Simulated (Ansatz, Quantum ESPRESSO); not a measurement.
# ScGa3 (Pm-3m): zone-centre phonons, part 2 of 3

Which modes does ScGa3 (Pm-3m) have at the zone centre?

Quantum ESPRESSO 7.5; DFT LDA, scalar-relativistic, plane waves, JTH PAW pseudopotentials.

So far. Step 2 (A probe with smearing): No gap opens on this mesh, so smearing is kept; the start stands at -4.9 GPa. Step 4 (Ground state): The cell stands at -0.16 GPa, close enough for phonons. The relaxed cell has a = 3.999 Å (conventional setting).

## Step 5: Zone-centre response

At q = 0 one unit cell holds all displacements; symmetry groups them into irreducible representations that are solved one by one. With smeared occupations no response to a homogeneous field can be asked.

Contents of ph.in:

```
phonons
&INPUTPH
  prefix       = 'x'
  outdir       = './tmp'
  fildyn       = 'g.dyn'
  tr2_ph       = 1.0d-18
  alpha_mix(1) = 0.4
  nmix_ph      = 8
/
0.000000000000 0.000000000000 0.000000000000
```

On the command line:

```bash
$ OMP_NUM_THREADS=1 mpirun -n 4 ph.x -nk 4 -in ph.in > ph.out
```

What it wrote:

```text
[banners, grids, parts of the stress and lines that vanish by symmetry left out]
[banner, memory and clock lines left out]
Program PHONON v.7.5

     ./tmp/x.save/

     file Sc.upf: wavefunction(s)  4S 3P 0P 3D 0D renormalized
     file Ga.upf: wavefunction(s)  0S 4P 0P 3D 0D renormalized

     IMPORTANT: XC functional enforced from input :
     Exchange-correlation= PW
                           (   1   4   0   0   0   0   0)
     Any further DFT definition will be discarded
     Please, verify this is what you really want

     G-vector sticks info

     Reading collected, re-writing distributed wavefunctions in ./tmp/

     Number and degeneracy of irreps per q-point
       N         xq(1)         xq(2)         xq(3)   N irreps
       1   0.000000000   0.000000000   0.000000000       4
        3   3   3   3

     Calculation of q =    0.0000000   0.0000000   0.0000000

     phonons

     bravais-lattice index     =            0
     lattice parameter (alat)  =       7.5579  a.u.
     unit-cell volume          =     431.7238 (a.u.)^3
     number of atoms/cell      =            4
     number of atomic types    =            2
     kinetic-energy cut-off    =      50.0000  Ry
     charge density cut-off    =     250.0000  Ry
     convergence threshold     =      1.0E-18
     beta                      =       0.4000
     number of iterations used =            8
     Exchange-correlation= PW
                           (   1   4   0   0   0   0   0)

     celldm(1)=    7.55791  celldm(2)=    0.00000  celldm(3)=    0.00000
     celldm(4)=    0.00000  celldm(5)=    0.00000  celldm(6)=    0.00000

     crystal axes: (cart. coord. in units of alat)
               a(1) = (  1.0000  0.0000  0.0000 )
               a(2) = (  0.0000  1.0000  0.0000 )
               a(3) = (  0.0000  0.0000  1.0000 )

     reciprocal axes: (cart. coord. in units 2 pi/alat)
               b(1) = (  1.0000  0.0000  0.0000 )
               b(2) = (  0.0000  1.0000  0.0000 )
               b(3) = (  0.0000  0.0000  1.0000 )

     Atoms inside the unit cell:

     Cartesian axes

     site n.  atom      mass           positions (alat units)
        1  Sc     44.9559   tau(    1) = (    0.00000    0.00000    0.00000  )
        2  Ga     69.7230   tau(    2) = (    0.00000    0.50000    0.50000  )
        3  Ga     69.7230   tau(    3) = (    0.50000    0.00000    0.50000  )
        4  Ga     69.7230   tau(    4) = (    0.50000    0.50000    0.00000  )

     Computing dynamical matrix for
                    q = (   0.0000000   0.0000000   0.0000000 )

     49 Sym.Ops. (with q -> -q+G )

     G cutoff =  361.7298  (  28671 G-vectors)     FFT grid: ( 40, 40, 40)
     G cutoff =  289.3838  (  20479 G-vectors)  smooth grid: ( 36, 36, 36)

     number of k points=    56  Marzari-Vanderbilt smearing, width (Ry)=  0.0200
                       cart. coord. in units 2pi/alat
        k(    1) = (   0.0000000   0.0000000   0.0000000), wk =   0.0020000
        k(    2) = (   0.0000000   0.0000000   0.1000000), wk =   0.0120000
        k(    3) = (   0.0000000   0.0000000   0.2000000), wk =   0.0120000
        [... further k-points left out ...]

     PseudoPot. # 1 for Sc read from file:
     ./pseudo/Sc.upf
     Pseudo is Projector augmented-wave + core cor, Zval = 11.0
     Shape of augmentation charge: BESSEL
     Using radial grid of 1021 points,  6 beta functions with:
                l(1) =   0
                l(2) =   0
                l(3) =   1
                l(4) =   1
                l(5) =   2
                l(6) =   2
     Q(r) pseudized with 0 coefficients

     PseudoPot. # 2 for Ga read from file:
     ./pseudo/Ga.upf
     Pseudo is Projector augmented-wave + core cor, Zval = 13.0
     Shape of augmentation charge: BESSEL
     Using radial grid of 1052 points,  6 beta functions with:
                l(1) =   0
                l(2) =   0
                l(3) =   1
                l(4) =   1
                l(5) =   2
                l(6) =   2
     Q(r) pseudized with 0 coefficients

     Mode symmetry, O_h (m-3m)  point group:

     Atomic displacements:
     There are    4 irreducible representations

     Representation     1      3 modes -  To be done

     Representation     2      3 modes -  To be done

     Representation     3      3 modes -  To be done

     Representation     4      3 modes -  To be done

     Alpha used in Ewald sum =   2.3000

     Representation #   1 modes #   1   2   3

     Self-consistent Calculation
      iter #   1   av.it.:   9.1
      thresh= 1.000E-02 alpha_mix =  0.400 |ddv_scf|^2 =  6.065E-06
      iter #   2   av.it.:  16.9
      thresh= 2.463E-04 alpha_mix =  0.400 |ddv_scf|^2 =  1.148E-07
      iter #   3   av.it.:  17.5
      thresh= 3.388E-05 alpha_mix =  0.400 |ddv_scf|^2 =  2.101E-08
      iter #   4   av.it.:  18.1
      thresh= 1.449E-05 alpha_mix =  0.400 |ddv_scf|^2 =  6.248E-10
      iter #   5   av.it.:  17.8
      thresh= 2.500E-06 alpha_mix =  0.400 |ddv_scf|^2 =  3.465E-11
      iter #   6   av.it.:  17.7
      thresh= 5.886E-07 alpha_mix =  0.400 |ddv_scf|^2 =  1.635E-12
      iter #   7   av.it.:  16.9
      thresh= 1.279E-07 alpha_mix =  0.400 |ddv_scf|^2 =  1.121E-13
      iter #   8   av.it.:  17.9
      thresh= 3.349E-08 alpha_mix =  0.400 |ddv_scf|^2 =  2.454E-15
      iter #   9   av.it.:  18.9
      thresh= 4.954E-09 alpha_mix =  0.400 |ddv_scf|^2 =  5.832E-18
      iter #  10   av.it.:  17.4
      thresh= 2.415E-10 alpha_mix =  0.400 |ddv_scf|^2 =  1.591E-18
      iter #  11   av.it.:  17.9
      thresh= 1.261E-10 alpha_mix =  0.400 |ddv_scf|^2 =  7.785E-22

     End of self-consistent calculation

     Convergence has been achieved

     Representation #   2 modes #   4   5   6

     Self-consistent Calculation
      iter #   1   av.it.:   8.1
      thresh= 1.000E-02 alpha_mix =  0.400 |ddv_scf|^2 =  2.317E-06
      iter #   2   av.it.:  16.2
      thresh= 1.522E-04 alpha_mix =  0.400 |ddv_scf|^2 =  1.877E-07
      iter #   3   av.it.:  17.1
      thresh= 4.333E-05 alpha_mix =  0.400 |ddv_scf|^2 =  1.625E-08
[...]
End of self-consistent calculation

     Convergence has been achieved

     Representation #   3 modes #   7   8   9

     Self-consistent Calculation
[...]
End of self-consistent calculation

     Convergence has been achieved

     Representation #   4 modes #  10  11  12

     Self-consistent Calculation
[...]
iter #   2   av.it.:  16.5
      thresh= 1.279E-04 alpha_mix =  0.400 |ddv_scf|^2 =  2.183E-07
      iter #   3   av.it.:  18.0
      thresh= 4.672E-05 alpha_mix =  0.400 |ddv_scf|^2 =  4.033E-09
      iter #   4   av.it.:  17.9
      thresh= 6.350E-06 alpha_mix =  0.400 |ddv_scf|^2 =  5.490E-11
      iter #   5   av.it.:  14.7
      thresh= 7.409E-07 alpha_mix =  0.400 |ddv_scf|^2 =  1.193E-11
      iter #   6   av.it.:  15.9
      thresh= 3.454E-07 alpha_mix =  0.400 |ddv_scf|^2 =  2.732E-15
      iter #   7   av.it.:  18.2
      thresh= 5.227E-09 alpha_mix =  0.400 |ddv_scf|^2 =  3.977E-16
      iter #   8   av.it.:  18.6
      thresh= 1.994E-09 alpha_mix =  0.400 |ddv_scf|^2 =  3.818E-19

     End of self-consistent calculation

     Convergence has been achieved

     Number of q in the star =    1
     List of q in the star:
          1   0.000000000   0.000000000   0.000000000

     Diagonalizing the dynamical matrix

     q = (    0.000000000   0.000000000   0.000000000 )

 **************************************************************************
     freq (    1) =       0.030414 [THz] =       1.014502 [cm-1]
     freq (    2) =       0.030414 [THz] =       1.014502 [cm-1]
     freq (    3) =       0.030414 [THz] =       1.014502 [cm-1]
     freq (    4) =       4.102528 [THz] =     136.845616 [cm-1]
     freq (    5) =       4.102528 [THz] =     136.845616 [cm-1]
     freq (    6) =       4.102528 [THz] =     136.845616 [cm-1]
     freq (    7) =       4.126172 [THz] =     137.634292 [cm-1]
     freq (    8) =       4.126172 [THz] =     137.634292 [cm-1]
     freq (    9) =       4.126172 [THz] =     137.634292 [cm-1]
     freq (   10) =       7.923222 [THz] =     264.290223 [cm-1]
     freq (   11) =       7.923222 [THz] =     264.290223 [cm-1]
     freq (   12) =       7.923222 [THz] =     264.290223 [cm-1]
 **************************************************************************

     Mode symmetry, O_h (m-3m)  point group:

     freq (   1-   3) =          1.0  [cm-1]   --> T_1u G_15  G_4- I
     freq (   4-   6) =        136.8  [cm-1]   --> T_2u G_25  G_5-
     freq (   7-   9) =        137.6  [cm-1]   --> T_1u G_15  G_4- I
     freq (  10-  12) =        264.3  [cm-1]   --> T_1u G_15  G_4- I
```

Wall time 20 min (4 MPI ranks of Arm Neoverse V1, shared host); 79 min of CPU time.

Numbers from this step:

```yaml
largest_acoustic_frequency_at_the_zone_centre_before_the_sum_rule: 1.01 cm⁻¹
highest_optical_zone_centre_mode_no_lo_to_term: 264.3 cm⁻¹
lowest_optical_zone_centre_mode: 136.8 cm⁻¹
```

The acoustic modes at Γ come out as far as 1.0 cm⁻¹ from zero, where they should vanish, a small numerical error.

## Step 6: Modes with the sum rule

A rigid shift of the crystal must cost nothing, but grids and finite bases break this; the acoustic sum rule is imposed before the matrix is diagonalised again.

Contents of dynmat.in:

```
&INPUT
  fildyn = 'g.dyn'
  asr    = 'simple'
  fileig = 'dynmat.eig'
/
```

On the command line:

```bash
$ dynmat.x -in dynmat.in > dynmat.out
```

What it wrote:

```text
[banner, memory and clock lines left out]
Program DYNMAT v.7.5

     Reading Dynamical Matrix from file g.dyn
     ...Force constants read
     ...epsilon and Z* not read (not found on file)
     A direction for q was not specified:TO-LO splitting will be absent

     Polarizability (A^3 units)
     multiply by 1.000000 for Clausius-Mossotti correction
         0.000000    0.000000    0.000000
         0.000000    0.000000    0.000000
         0.000000    0.000000    0.000000

     IR activities are in (D/A)^2/amu units

# mode   [cm-1]    [THz]      IR
    1     -0.00   -0.0000    0.0000
    2     -0.00   -0.0000    0.0000
    3      0.00    0.0000    0.0000
    4    136.84    4.1024    0.0000
    5    136.84    4.1024    0.0000
    6    136.84    4.1024    0.0000
    7    137.63    4.1261    0.0000
    8    137.63    4.1261    0.0000
    9    137.63    4.1261    0.0000
   10    264.28    7.9231    0.0000
   11    264.28    7.9231    0.0000
   12    264.28    7.9231    0.0000

[end of the log left out, with the tail of the file of modes that dynmat.x writes under the same name]
```

Wall time 0.45 s (1 thread).

Unit eigenvectors of the mass-weighted matrix after the sum rule; no LO-TO term. Modes at Γ, with each element's share of the kinetic energy:

```csv
mode,frequency (cm⁻¹),Sc %,Ga %
1,0.0,18,82
2,0.0,18,82
3,0.0,18,82
4,136.8,0,100
5,136.8,0,100
6,136.8,0,100
7,137.6,14,86
8,137.6,14,86
9,137.6,14,86
10,264.3,69,31
11,264.3,69,31
12,264.3,69,31
```

Displacements in mode 6 (136.8 cm⁻¹), the largest set to 1:
```
Sc1  0.00  0.00  0.00
Ga2  0.00  0.95  1.00
Ga3  0.90  0.00 -1.00
Ga4 -0.90 -0.95  0.00
```

Displacements in mode 10 (264.3 cm⁻¹), the largest set to 1:
```
Sc1  0.10  0.12  1.00
Ga2  0.01 -0.04 -0.38
Ga3 -0.04  0.01 -0.38
Ga4 -0.04 -0.04  0.11
```

The rule moves no optical mode by more than 0.1 cm⁻¹.

## Step 7: Sum rules set otherwise: a sum rule for molecules or wires on a crystal

This rule also removes rotations, which suits wires and not a crystal; it is tried to see the harm.

Contents of dynmat.in:

```
&INPUT
  fildyn = 'g.dyn'
  asr    = 'one-dim'
  fileig = 'dynmat.eig'
/
```

On the command line:

```bash
$ dynmat.x -in dynmat.in > dynmat.out
```

What it wrote:

```text
[banner, memory and clock lines left out]
Program DYNMAT v.7.5

     Reading Dynamical Matrix from file g.dyn
     ...Force constants read
     ...epsilon and Z* not read (not found on file)
asr rotation axis in 1D system=    3
     Acoustic Sum Rule: || Z*(ASR) - Z*(orig)|| =    0.000000E+00
     Acoustic Sum Rule: ||dyn(ASR) - dyn(orig)||=    1.306788E-01
     A direction for q was not specified:TO-LO splitting will be absent

     Polarizability (A^3 units)
     multiply by 1.000000 for Clausius-Mossotti correction
         0.000000    0.000000    0.000000
         0.000000    0.000000    0.000000
         0.000000    0.000000    0.000000

     IR activities are in (D/A)^2/amu units

# mode   [cm-1]    [THz]      IR
    1     -0.00   -0.0000    0.0000
    2      0.00    0.0000    0.0000
    3      0.00    0.0000    0.0000
    4      0.00    0.0000    0.0000
    5    136.85    4.1025    0.0000
    6    136.85    4.1025    0.0000
    7    137.55    4.1235    0.0000
    8    137.63    4.1262    0.0000
    9    137.63    4.1262    0.0000
   10    248.38    7.4462    0.0000
   11    264.29    7.9232    0.0000
   12    264.29    7.9232    0.0000

[end of the log left out, with the tail of the file of modes that dynmat.x writes under the same name]
```

The job ended after 0.45 s (1 thread).

The program raised no error, yet the settings are not those of a careful run.

The fault: a sum rule for molecules or wires on a crystal; 1 optical mode is projected out to zero frequency, as if it were a rotation.

For a crystal the rule has to be 'simple' or 'crystal'.

Zone-centre frequencies as printed; negative means imaginary. Modes:

```csv
mode,frequency (cm⁻¹)
1,0
2,0
3,0
4,0
5,136.8
6,136.8
7,137.6
8,137.6
9,137.6
10,248.4
11,264.3
12,264.3
```

## Step 8: Sum rules set otherwise (asr no)

Without the rule the raw error of the acoustic modes shows.

Contents of dynmat.in:

```
&INPUT
  fildyn = 'g.dyn'
  asr    = 'no'
  fileig = 'dynmat.eig'
/
```

On the command line:

```bash
$ dynmat.x -in dynmat.in > dynmat.out
```

What it wrote:

```text
[banner, memory and clock lines left out]
Program DYNMAT v.7.5

     Reading Dynamical Matrix from file g.dyn
     ...Force constants read
     ...epsilon and Z* not read (not found on file)
     A direction for q was not specified:TO-LO splitting will be absent

     Polarizability (A^3 units)
     multiply by 1.000000 for Clausius-Mossotti correction
         0.000000    0.000000    0.000000
         0.000000    0.000000    0.000000
         0.000000    0.000000    0.000000

     IR activities are in (D/A)^2/amu units

# mode   [cm-1]    [THz]      IR
    1      1.02    0.0304    0.0000
    2      1.02    0.0304    0.0000
    3      1.02    0.0304    0.0000
    4    136.85    4.1025    0.0000
    5    136.85    4.1025    0.0000
    6    136.85    4.1025    0.0000
    7    137.63    4.1262    0.0000
    8    137.63    4.1262    0.0000
    9    137.63    4.1262    0.0000
   10    264.29    7.9232    0.0000
   11    264.29    7.9232    0.0000
   12    264.29    7.9232    0.0000

[end of the log left out, with the tail of the file of modes that dynmat.x writes under the same name]
```

The job ended after 0.45 s (1 thread).

Read from the output:

```
largest acoustic frequency at the zone centre before the sum rule : 1.02 cm⁻¹
```

Zone-centre frequencies as printed; negative means imaginary. Modes:

```csv
mode,frequency (cm⁻¹)
1,1.02
2,1.02
3,1.02
4,136.8
5,136.8
6,136.8
7,137.6
8,137.6
9,137.6
10,264.3
11,264.3
12,264.3
```

Against the first rule no mode moves by more than 1.1 cm⁻¹.

(Continued in part 3 of 3.)

[Host names and launcher messages were left out of these logs when they were recorded.]

[Logs are printed without paths, hosts, clocks, repeated set-up lines and the standing remarks that a program may print on its own settings, such as how far it seeks lower states.]

[Hosts, paths, dates, database ids (printed as entryN), source tags and the programs' standing remarks are cut or masked in the printed files.]
